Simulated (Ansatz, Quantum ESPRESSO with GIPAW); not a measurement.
# KCaF3: working out the 43Ca quadrupolar coupling

A plane-wave PAW calculation (PBEsol, Ansatz) gives this electric field gradient, in 10²¹ V/m² and Cartesian axes, at one Ca site of KCaF3 (atom 1; CaF6; site symmetry -1):

```
     -0.3506       -0.1842       -0.0895
     -0.1842        0.1523       -0.3747
     -0.0895       -0.3747        0.1983
```

43Ca has spin 7/2, Q = -0.0408 barn and |γ|/2π = 2.8689 MHz/T. The cell is the P2_1/m form of a database entry, atoms relaxed, static and at 0 K. The PAW files were made for PBE.

**Task.** Find C_Q, η_Q and ν_Q, and the shift and width of the central transition under fast MAS at 9.4 T and 20 T.

1. The tensor is symmetric and traceless. Its eigenvalues, ordered by size, are V_xx = -0.0678, V_yy = -0.4873 and V_zz = 0.5551.

2. η_Q = (V_xx − V_yy)/V_zz = 0.756.

3. C_Q = eQV_zz/h. One unit of 10²¹ V/m² with one barn gives 24.18 MHz, so C_Q = 24.18 × −0.0408 × 0.5551 = -0.548 MHz. A spectrum shows its size, not its sign.

4. ν_Q = 3C_Q/[2I(2I−1)] = 0.039 MHz in size, and P_Q = |C_Q|√(1 + η²/3) = 0.597 MHz.

5. The resonances lie at ν0 = 26.97 and 57.38 MHz, so ν_Q/ν0 is 0.001 at most and second order holds. The centre of gravity moves by δ_Q = −(3/40)(P_Q/ν0)² F × 10⁶ ppm, with F = [I(I+1) − 3/4]/[I²(2I−1)²] = 0.03401: -1.25 ppm at 9.4 T and -0.277 ppm at 20 T.

6. Summing the second-order term over orientations gives a full width of 2.86 ppm (0.077 kHz) and 0.631 ppm (0.036 kHz). In ppm both fall as 1/B²: (9.4/20)² = 0.221. The spinning rate must pass the static width for this shape to show cleanly.

[Banner, clock, file and message-heading lines were taken out of the pw.x and gipaw.x logs.]

[Logs are printed without paths, hosts, clocks, repeated set-up lines and the standing remarks that a program may print on its own settings, such as how far it seeks lower states.]

[Hosts, paths, dates, database ids (printed as entryN), source tags and the programs' standing remarks are cut or masked in the printed files.]
